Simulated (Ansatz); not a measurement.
# AlNi (Pm-3m) under biaxial strain in the (111) plane

Wanted: the shifts of the zone-centre modes of AlNi (Pm-3m) with strain.

Method: DFT LDA, scalar-relativistic, plane waves, PAW; PAW set soft_1, in Ansatz 0.2.0.

Report form: the programs' logs are mostly left out.

The database entry behind the starting cell differs from later determinations by our own check (about 0.2 % short), so it need not match the best structure at ambient conditions.

### 1. Starting point

Symmetry: Pm-3m, No. 221, cubic system. The conventional cell has a = 2.881 Å, b = 2.881 Å, c = 2.881 Å, α = 90.00°, β = 90.00°, γ = 90.00°. Nearest to Al lie 8 Ni at 2.50 Å. Nearest to Ni lie 8 Al at 2.50 Å. Farther neighbours are not listed.

### 2. A rough relaxation first

The start is far from rest, so a relaxation with loose tolerances brings it close first.

Contents of input.yaml:

```yaml
crystal:
  lattice:
    - [2.881, 0.0, 0.0]
    - [0.0, 2.881, 0.0]
    - [0.0, 0.0, 2.881]
  atoms:
    - { symbol: Al, position: [0.0, 0.0, 0.0] }
    - { symbol: Ni, position: [0.5, 0.5, 0.5] }
kpoints:
  mp_grid: { grid: [8, 8, 8] }
hamiltonian:
  xc: lda
  pseudopotentials: { kind: paw, azcp: { folder: soft_1 }, xc_functional: pbe }
scf:
  occupations: { method: gaussian, width: 0.1 }
output:
  forces: true
  stress: true
  eigenvalues: true
relax:
  adjacent_minimum: "off"
  f_tol: 0.05
  max_steps: 80
  cell: { stress_tol: 0.5 }
```

Run with:

```
ansatz run input.yaml --threads 4 --pin off --max-ram 10240MiB --backend cpu --events-out ev --progress --plain --runs-dir out
```

Run time: 1.1 s. Hardware: 4 threads of Arm Neoverse V2, shared host; peak memory 0.28 GiB; 3.3 s of CPU time.

This run has no spin polarisation, although Ni can carry a moment.

The steps of the relaxation:

```
step  energy less that of the first step (eV)  largest force component (eV/Å)  pressure (GPa)  volume (Å³)
   1                                   0.0000                          0.0000           -8.41        23.91
   2                                  -0.0276                          0.0000           -3.44        23.18
   3                                  -0.0325                          0.0000            0.32        22.70
  4*                                  -0.0323                          0.0000            0.29        22.70
```

Relaxation steps marked * repeat the geometry before them on a plane-wave basis chosen anew for their cell, so energy and pressure can jump there.

The run keeps the 48 symmetry operations that it works with, so distortions that break them were not tested.

```
conventional cell, symmetrised  before  after  change
                         a (Å)   2.881  2.831  -1.7 %
                         b (Å)   2.881  2.831  -1.7 %
                         c (Å)   2.881  2.831  -1.7 %
              volume (Å³/atom)   11.96  11.35  -5.1 %
```

The relaxed structure:

```xyz
2
Lattice="2.8315 0.0000 0.0000 0.0000 2.8315 0.0000 0.0000 0.0000 2.8315" Properties=species:S:1:pos:R:3 pbc="T T T"
Al    0.0000    0.0000    0.0000
Ni    1.4157    1.4157    1.4157
```

This step gave:

| Property | Result |
| --- | --- |
| pressure | 0.2934 GPa |
| volume per atom | 11.35 Å³ |
| gap on the k-mesh | 0 eV |

In this step the volume went from 11.96 to 11.35 Å³/atom.

### 3. Bringing the structure to rest

Harmonic phonons are second derivatives at a point where the forces vanish, and they are wanted at zero stress, so atoms and cell are relaxed first.

input.yaml, the sections that differ from step 2:

```yaml
crystal:
  lattice:
    - [2.8314583044, 0.0, 0.0]
    - [0.0, 2.8314583044, 0.0]
    - [0.0, 0.0, 2.8314583044]
  atoms:
    - { symbol: Al, position: [0.0, 0.0, 0.0] }
    - { symbol: Ni, position: [0.5, 0.5, 0.5] }
kpoints:
  mp_grid: { grid: [14, 14, 14] }
output:
  forces: true
  stress: true
  eigenvalues: true
  write_density: true
  write_potential: true
  elf: true
  volumetric_format: npy
relax:
  adjacent_minimum: "off"
  f_tol: 0.005
  max_steps: 80
  cell: { stress_tol: 0.05 }
# hamiltonian, scf: as in step 2
```

Run time: 2.4 s. Hardware: 4 threads; peak memory 0.34 GiB; 8.3 s of CPU time.

Little changed from the start: no atom moved by 0.005 Å and no cell edge by 0.1 %.

This step gave:

| Item | Value |
| --- | --- |
| pressure | 9.52e-4 GPa |
| volume per atom | 11.36 Å³ |

Valence density in the ac plane at fractional y = 0.000, with atoms of Al within 0.2 Å of it. It is the smooth field of the valence electrons, not physical close to the nuclei.

Values in e/Å³, 15 rows by 15 columns:
```
0.06 0.06 0.09 0.14 0.21 0.23 0.23 0.23 0.23 0.23 0.23 0.21 0.14 0.09 0.06
0.08 0.09 0.12 0.18 0.23 0.24 0.24 0.23 0.23 0.24 0.24 0.23 0.18 0.12 0.09
0.13 0.14 0.18 0.22 0.24 0.25 0.24 0.24 0.24 0.24 0.25 0.24 0.22 0.18 0.14
0.20 0.21 0.23 0.24 0.25 0.25 0.24 0.24 0.24 0.24 0.25 0.25 0.24 0.23 0.21
0.23 0.23 0.24 0.25 0.25 0.25 0.25 0.25 0.25 0.25 0.25 0.25 0.25 0.24 0.23
0.23 0.23 0.24 0.24 0.24 0.25 0.25 0.25 0.25 0.25 0.25 0.24 0.24 0.24 0.23
0.23 0.23 0.23 0.24 0.24 0.25 0.25 0.24 0.24 0.25 0.25 0.24 0.24 0.23 0.23
0.23 0.23 0.23 0.24 0.24 0.25 0.25 0.24 0.24 0.25 0.25 0.24 0.24 0.23 0.23
0.23 0.23 0.24 0.24 0.24 0.25 0.25 0.25 0.25 0.25 0.25 0.24 0.24 0.24 0.23
0.23 0.23 0.24 0.25 0.25 0.25 0.25 0.25 0.25 0.25 0.25 0.25 0.25 0.24 0.23
0.20 0.21 0.23 0.24 0.25 0.25 0.24 0.24 0.24 0.24 0.25 0.25 0.24 0.23 0.21
0.13 0.14 0.18 0.22 0.24 0.25 0.24 0.24 0.24 0.24 0.25 0.24 0.22 0.18 0.14
0.08 0.09 0.12 0.18 0.23 0.24 0.24 0.23 0.23 0.24 0.24 0.23 0.18 0.12 0.09
0.06 0.06 0.09 0.14 0.21 0.23 0.23 0.23 0.23 0.23 0.23 0.21 0.14 0.09 0.06
0.05 0.06 0.08 0.13 0.20 0.23 0.23 0.23 0.23 0.23 0.23 0.20 0.13 0.08 0.06
```
Columns run along a (2.8 Å), rows up along c (2.8 Å). Atoms in or near the plane, at fractional coordinates: Al at (0.00, 0.00).

Electrostatic potential energy in the ac plane at fractional y = 0.000, with atoms of Al within 0.2 Å of it. With pseudopotentials it is smooth inside the atoms' cores, unlike the true potential.

Ten even steps from '0' (-3 eV) to '9' (27 eV):
```
994002455420049
541003555530014
100024555542000
000245566554200
223455666655432
445556666665554
555566666666555
555566666666555
445556666665554
223455666655432
000245566554200
100024555542000
541003555530014
994002455420049
995102455420159
```
Columns run along a (2.8 Å; values clipped at the 3rd and 97th percentile), rows up along c (2.8 Å). Atoms in or near the plane, at fractional coordinates: Al at (0.00, 0.00).

ELF in the ac plane at fractional y = 0.000, with atoms of Al within 0.2 Å of it. It is the smooth field of the valence electrons, not physical close to the nuclei.

Ten even steps from '_' (0.00) to '@' (0.66):
```
::____..==**########**==..____
______--**############**--____
....--++######****######++--..
--==**######********######**==
****######****++++****######**
########****++++++++****######
######****++++++++++++****####
######****++++++++++++****####
########****++++++++****######
****######****++++****######**
--==**######********######**==
....--++######****######++--..
______--**############**--____
::____..==**########**==..____
@@::__..--**########**--..__::
```
Columns run along a (2.8 Å), rows up along c (2.8 Å). Atoms in or near the plane, at fractional coordinates: Al at (0.00, 0.00).

In this step the volume went from 11.35 to 11.36 Å³/atom.

### 4. Tight relaxation

Phonons need small forces and stress, so the relaxation is finished with tight tolerances on 16×16×16 k points.

Contents of input.yaml:

```yaml
crystal:
  lattice:
    - [2.8322599917, 0.0, 0.0]
    - [0.0, 2.8322599917, 0.0]
    - [0.0, 0.0, 2.8322599917]
  atoms:
    - { symbol: Al, position: [0.0, 0.0, 0.0] }
    - { symbol: Ni, position: [0.5, 0.5, 0.5] }
kpoints:
  mp_grid: { grid: [16, 16, 16] }
hamiltonian:
  xc: lda
  pseudopotentials: { kind: paw, azcp: { folder: soft_1 }, xc_functional: pbe }
scf:
  occupations: { method: methfessel_paxton, width: 0.2 }
output:
  forces: true
  stress: true
  eigenvalues: true
relax:
  adjacent_minimum: "off"
  f_tol: 0.001
  max_steps: 60
  cell: { stress_tol: 0.01 }
```

Wall time 2.7 s (4 threads); peak memory 0.35 GiB.

Little changed from the start: no atom moved by 0.005 Å and no cell edge by 0.1 %.

Numbers from this step:

```
pressure : 0.001143 GPa
```

The forces vanish by symmetry and the pressure is 0.001 GPa, within the tolerances set. The cell now holds 11.36 Å³/atom.

### 5. Zone-centre response at rest

Phonons follow from the second derivative of the energy, found here by linear response.

The modes at rest are the reference of the series.

input.yaml, the sections that differ from step 4:

```yaml
crystal:
  lattice:
    - [2.8319166209, 0.0, 0.0]
    - [0.0, 2.8319166209, 0.0]
    - [0.0, 0.0, 2.8319166209]
  atoms:
    - { symbol: Al, position: [0.0, 0.0, 0.0] }
    - { symbol: Ni, position: [0.5, 0.5, 0.5] }
output:
  eigenvalues: true
phonons:
  method: dfpt
# kpoints, hamiltonian, scf: as in step 4
# relax: removed
```

It took 7.7 s on 4 threads; peak memory 0.66 GiB; 28 s of CPU time.

This step gave:

```yaml
sum_rule_residual_before_enforcement: 1.14e-4 eV/Å²
point_group: m-3m
highest_optical_mode_at_the_zone_centre_no_lo_to_term: 307.3 cm⁻¹
lowest_optical_zone_centre_mode: 307.3 cm⁻¹
```

Patterns of degenerate modes are one choice out of their space. The modes at Γ (shares of kinetic energy by element, %):

```
mode  frequency (cm⁻¹)  symmetry  Al %  Ni %
   1               0.0  acoustic    31    69
   2               0.0  acoustic    31    69
   3               0.0  acoustic    31    69
   4             307.3       T1u    69    31
   5             307.3       T1u    69    31
   6             307.3       T1u    69    31
```

Displacements in mode 4 (307.3 cm⁻¹), the largest set to 1:
```
Al1  0.00  0.77  1.00
Ni2  0.00 -0.35 -0.46
```

Before it was imposed, the acoustic sum rule was missed by 1.1e-4 eV/Å². Small misses are needed for a sound result but don't prove that mesh and cutoff are converged. The lowest optical mode is real, 307 cm⁻¹.

### 6. A member of the series: biaxial strain of +4 % in the (111) plane

The cell takes a biaxial strain of +4 % in the (111) plane. The strained lengths are held, while the rest of the cell and the atoms relax.

input.yaml, the sections that differ from step 5:

```yaml
crystal:
  lattice:
    - [2.8942293556, -0.0509639301, -0.0509639301]
    - [-0.0509639301, 2.8942293556, -0.0509639301]
    - [-0.0509639301, -0.0509639301, 2.8942293556]
  atoms:
    - { symbol: Al, position: [0.0, 0.0, 0.0] }
    - { symbol: Ni, position: [0.5, 0.5, 0.5] }
  conventional_axes: [[1, -1, 0], [0, 1, -1], [1, 1, 1]]
output:
  forces: true
  stress: true
  eigenvalues: true
relax:
  adjacent_minimum: "off"
  f_tol: 0.001
  max_steps: 60
  cell: { stress_tol: 0.01, fix: [a, b, gamma] }
# kpoints, hamiltonian, scf: as in step 5
# phonons: removed
```

Elapsed: 8 s, on 4 threads; peak memory 0.44 GiB.

The steps of the relaxation:

```
step  energy less that of the first step (eV)  largest force component (eV/Å)  pressure (GPa)  volume (Å³)
   1                                   0.0000                          0.0000           -9.87        24.22
   2                                  -0.0003                          0.0000           -9.57        24.18
   3                                  -0.0004                          0.0000           -9.24        24.13
   4                                  -0.0004                          0.0000           -9.25        24.13
  5*                                  -0.0004                          0.0000           -9.25        24.13
```

Relaxation steps marked * repeat the geometry before them on a plane-wave basis chosen anew for their cell, so energy and pressure can jump there.

The run keeps the 12 symmetry operations that it works with, so distortions that break them were not tested.

```
conventional cell, symmetrised  before  after  change
                         a (Å)   4.165  4.165  -0.0 %
                         b (Å)   4.165  4.165  -0.0 %
                         c (Å)   4.836  4.818  -0.4 %
              volume (Å³/atom)   12.11  12.06  -0.4 %
```

The relaxed structure:

```
Al Ni
1.0
     2.89070   -0.05449   -0.05449
    -0.05449    2.89070   -0.05449
    -0.05449   -0.05449    2.89070
Al Ni
1 1
Cartesian
  0.0000 0.0000 0.0000
  1.3909 1.3909 1.3909
```

This step gave:

```yaml
pressure: -9.251 GPa
volume_per_atom: 12.06 Å³
```

The forces vanish by symmetry.

The cell shrank by 0.4 % in volume.

### 7. Zone-centre modes of the member: biaxial strain of +4 % in the (111) plane

The zone-centre modes follow for biaxial strain of +4 % in the (111) plane.

input.yaml, the sections that differ from step 6:

```yaml
crystal:
  lattice:
    - [2.8907020737, -0.054491212, -0.054491212]
    - [-0.054491212, 2.8907020737, -0.054491212]
    - [-0.054491212, -0.054491212, 2.8907020737]
  atoms:
    - { symbol: Al, position: [0.0, 0.0, 0.0] }
    - { symbol: Ni, position: [0.5, 0.5, 0.5] }
output:
  eigenvalues: true
phonons:
  method: dfpt
# kpoints, hamiltonian, scf: as in step 6
# relax: removed
```

The job ended after 19 s (4 threads; peak memory 1.3 GiB).

Numbers from this step:

```
sum-rule residual before enforcement                    : 3.65e-5 eV/Å²
point group                                             : -3m
highest optical mode at the zone centre (no LO-TO term) : 326.6 cm⁻¹
lowest optical zone-centre mode                         : 241.8 cm⁻¹
```

Patterns of degenerate modes are one choice out of their space. Modes at Γ, with each element's share of the kinetic energy:

```
mode  frequency (cm⁻¹)  symmetry  Al %  Ni %
   1               0.0  acoustic    31    69
   2               0.0  acoustic    31    69
   3               0.0  acoustic    31    69
   4             241.8        Eu    69    31
   5             241.8        Eu    69    31
   6             326.6       A2u    69    31
```

Displacements in mode 4 (241.8 cm⁻¹), the largest set to 1:
```
Al1  0.00  1.00 -1.00
Ni2  0.00 -0.46  0.46
```

Displacements in mode 6 (326.6 cm⁻¹), the largest set to 1:
```
Al1  1.00  1.00  1.00
Ni2 -0.46 -0.46 -0.46
```

The lowest optical mode is real, 242 cm⁻¹, and the highest lies at 326.6 cm⁻¹.

Between step 5 and this run (strain 4 %) the value for the highest optical mode at the zone centre (no LO-TO term) moves from 307 cm⁻¹ to 327 cm⁻¹ (+6 %).

### 8. A member of the series: biaxial strain of -4 % in the (111) plane

The cell takes a biaxial strain of -4 % in the (111) plane. The strained lengths are held, while the rest of the cell and the atoms relax.

input.yaml, the sections that differ from step 7:

```yaml
crystal:
  lattice:
    - [2.774378735, 0.0557387789, 0.0557387789]
    - [0.0557387789, 2.774378735, 0.0557387789]
    - [0.0557387789, 0.0557387789, 2.774378735]
  atoms:
    - { symbol: Al, position: [0.0, 0.0, 0.0] }
    - { symbol: Ni, position: [0.5, 0.5, 0.5] }
  conventional_axes: [[1, -1, 0], [0, 1, -1], [1, 1, 1]]
output:
  forces: true
  stress: true
  eigenvalues: true
relax:
  adjacent_minimum: "off"
  f_tol: 0.001
  max_steps: 60
  cell: { stress_tol: 0.01, fix: [a, b, gamma] }
# kpoints, hamiltonian, scf: as in step 7
# phonons: removed
```

It took 10 s on 4 threads; peak memory 0.43 GiB.

[end of part 1 of 2]

[Logs are printed without paths, hosts, clocks, repeated set-up lines and the standing remarks that a program may print on its own settings, such as how far it seeks lower states.]

[Hosts, paths, dates, database ids (printed as entryN), source tags and the programs' standing remarks are cut or masked in the printed files.]
